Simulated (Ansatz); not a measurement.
# Tl2Te (model cell, started as antifluorite): phonons and vibrational spectra, part 2 of 2

Aim: the vibrations of Tl2Te (model cell, started as antifluorite), their spectra, and whether the structure is stable.

Ansatz 0.2.0; DFT PBEsol, scalar-relativistic, plane waves, PAW.

So far. Step 4 (Tight relaxation): The forces vanish by symmetry and the pressure is -0.003 GPa, within the tolerances set. The cell now holds 37.62 Å³/atom. Step 5 (Linear response at the zone centre): Before it was imposed, the acoustic sum rule was missed by 3.3e-5 eV/Å². Small misses are needed for a sound result but don't prove that mesh and cutoff are converged. The lowest optical mode is real, 56.5 cm⁻¹. The relaxed cell has a = 7.671 Å (conventional setting).

The structure was built from a prototype and need not be the compound's stable phase.

**6. Phonons on a q mesh (continued)**

The phonon density of states has structure finer than the step of the table below, so its rows give means over 2.5 cm⁻¹, whole bins alone (the curve runs from -25.5 to 83.5 cm⁻¹). Peaks (cm⁻¹: height): 15.50: 0.101, 43.50: 0.351, 77.50: 0.394, 81.50: 0.387.

Tetrahedra on a 14×14×14 mesh, mean over bins of 1 cm-1. Interpolated from a 2×2×2 q mesh. Table of phonon density of states by wavenumber; means over each step:

```csv
wavenumber (cm⁻¹),phonon density of states (1/cm⁻¹/cell)
-22.5,0.0122
-20.0,0.0178
-17.5,0.0231
-15.0,0.0273
-12.5,0.0259
-10.0,0.0236
-7.5,0.0192
-5.0,0.0166
-2.5,0.0168
0.0,0.0182
2.5,0.0218
5.0,0.0331
7.5,0.0438
10.0,0.0592
12.5,0.0763
15.0,0.0936
17.5,0.0662
20.0,0.0483
22.5,0.0454
25.0,0.0422
27.5,0.0395
30.0,0.0351
32.5,0.0206
35.0,0.0127
37.5,0.0436
40.0,0.134
42.5,0.308
45.0,0.281
47.5,0.208
50.0,0.170
52.5,0.134
55.0,0.0862
57.5,0.0932
60.0,0.0838
62.5,0.0168
65.0,0
67.5,0
70.0,0.00449
72.5,0.0629
75.0,0.215
77.5,0.333
80.0,0.325
```

Phonopy on the run's constants, 13x13x13 mesh, Gaussian sigma 2.0 cm-1. Interpolated from a 2×2×2 q mesh. The partial phonon density of states by wavenumber; read off at these points; values in 1/cm⁻¹/cell:

```
wavenumber (cm⁻¹)       Te       Tl
           -32.50        0        0
           -30.00   5.0e-5   3.0e-5
           -27.50   6.9e-4   4.7e-4
           -25.00  0.00337  0.00233
           -22.50  0.00774  0.00560
           -20.00   0.0114  0.00865
           -17.50   0.0130   0.0105
           -15.00   0.0147   0.0127
           -12.50   0.0149   0.0136
           -10.00   0.0121   0.0124
            -7.50  0.00911   0.0105
            -5.00  0.00846  0.00966
            -2.50  0.00587  0.00662
             0.00  0.00246  0.00324
             2.50  0.00395  0.00684
             5.00   0.0123   0.0206
             7.50   0.0192   0.0332
            10.00   0.0220   0.0389
            12.50   0.0259   0.0478
            15.00   0.0285   0.0544
            15.40   0.0285   0.0545
            17.50   0.0259   0.0481
            20.00   0.0209   0.0372
            22.50   0.0156   0.0286
            25.00   0.0132   0.0255
            27.50   0.0131   0.0258
            30.00   0.0108   0.0221
            32.50  0.00758   0.0175
            35.00  0.00688   0.0193
            37.50   0.0114   0.0459
            40.00   0.0191    0.131
            42.50   0.0253    0.235
            44.20   0.0234    0.255
            45.00   0.0203    0.248
            47.50   0.0100    0.206
            50.00  0.00582    0.169
            52.50  0.00441    0.126
            55.00  0.00345   0.0916
            57.50  0.00271   0.0850
            60.00  0.00164   0.0707
            62.50   4.9e-4   0.0298
            65.00   1.1e-4  0.00474
            67.50  0.00146   8.0e-4
            70.00   0.0127  0.00652
            72.50   0.0507   0.0351
            75.00    0.115   0.0891
            77.50    0.180    0.120
            78.00     0.19    0.121
            80.00    0.206    0.105
            82.50    0.149   0.0604
            85.00   0.0455   0.0165
            87.50  0.00432  0.00147
            90.00   1.0e-4   3.2e-5
            92.50        0        0
```

Symmetry leaves 3 wavevectors to solve. The lowest mode among them, the acoustic zeros apart, lies at q = (0, -0.5, -0.5) and is imaginary, 25.5i cm⁻¹, so the energy falls along it.

**7. Another isotope, element Te, natural mass 127.6 amu**

An isotope changes the mass and not the force constants, so no new electronic calculation is needed; the shifts show which modes move this element.

The same force constants with the mass of Te changed from 127.600 to 129.906 u (phonopy, no LO-TO term). Both lists are sorted by frequency; levels can cross, so a row need not hold one and the same mode. Modes under 3 cm⁻¹ are left out. Isotope shifts, by row:

```
          q  rank  natural mass (cm⁻¹)  changed mass (cm⁻¹)
      0 0 0     4                56.55                56.55
      0 0 0     5                56.55                56.55
      0 0 0     6                56.55                56.55
      0 0 0     7                76.39                75.87
      0 0 0     8                76.39                75.87
      0 0 0     9                76.39                75.87
   0 0 -0.5     1                17.42                17.36
   0 0 -0.5     2                17.42                17.36
   0 0 -0.5     3                45.72                45.65
   0 0 -0.5     4                49.53                49.53
   0 0 -0.5     5                49.53                49.53
   0 0 -0.5     6                   58                   58
   0 0 -0.5     7                70.56                70.04
   0 0 -0.5     8                83.31                82.82
   0 0 -0.5     9                83.31                82.82
0 -0.5 -0.5     1               -25.49               -25.35
0 -0.5 -0.5     2               -25.49               -25.35
0 -0.5 -0.5     3                41.25                41.25
0 -0.5 -0.5     4                41.85                41.85
0 -0.5 -0.5     5                41.85                41.85
0 -0.5 -0.5     6                62.52                62.52
0 -0.5 -0.5     7                75.37                 75.1
0 -0.5 -0.5     8                75.37                 75.1
0 -0.5 -0.5     9                82.15                81.42
```

A mode of this element alone would shift by -0.89 %. The highest zone-centre frequency without the field goes from 76.4 to 75.9 cm⁻¹ (-0.7 %). The product of the frequency ratios over all optical modes at Γ is 0.980; the product rule, (m/m′)^(3k/2) (M′/M)^(3/2) with k = 1 such atoms and M the mass of the cell, gives 0.980.

**8. Isotope substitution, element Tl, natural mass 204.38 amu**

The same for Tl, from 204.38 to 202.97 u.

A mode of this element alone would shift by +0.35 %. The highest zone-centre frequency without the field goes from 76.4 to 76.5 cm⁻¹ (+0.1 %). The product of the frequency ratios over all optical modes at Γ is 1.013; the product rule, (m/m′)^(3k/2) (M′/M)^(3/2) with k = 2 such atoms and M the mass of the cell, gives 1.013.

**9. What came out**

```json
{"space group after relaxation (within 0.01 Å)": "Fm-3m", "volume per atom": "37.6 Å³", "gap on the k-mesh": "0.111 eV", "highest optical mode at the zone centre (no LO-TO term)": "76.4 cm⁻¹", "lowest optical zone-centre mode": "56.5 cm⁻¹", "lowest mode on the q mesh (acoustic modes at Γ apart)": "-25.5 cm⁻¹", "highest frequency on the path or at a solved wavevector": "83.6 cm⁻¹", "imaginary modes on the 2×2×2 q mesh": "yes"}
```

What this shows: Modes are clearly imaginary (beyond 10i cm⁻¹) at 1 of the 3 irreducible wavevectors, most at q = (0, -0.5, -0.5) (25.5i cm⁻¹), so this structure is not a minimum of the energy. Without the field, the optical modes at Γ span 57 to 76 cm⁻¹. The highest mode in this list at Γ, 76.4 cm⁻¹, is mostly motion of Te (76 % of the kinetic energy). Where the field response was not run the interpolation lacks the dipole term, so the LO-TO splitting is missing from branches, density of states and sums. Spin-orbit coupling is left out, which can matter for the heavy elements here. A phonon run warned that its eigensolver left some bands unconverged in a pass. The starting cell was built on a prototype and not taken from a measurement, so the phase need not exist. These are harmonic frequencies at zero temperature: anharmonic shifts, linewidths and thermal expansion are left out.

[Logs are printed without paths, hosts, clocks, repeated set-up lines and the standing remarks that a program may print on its own settings, such as how far it seeks lower states.]

[Hosts, paths, dates, database ids (printed as entryN), source tags and the programs' standing remarks are cut or masked in the printed files.]
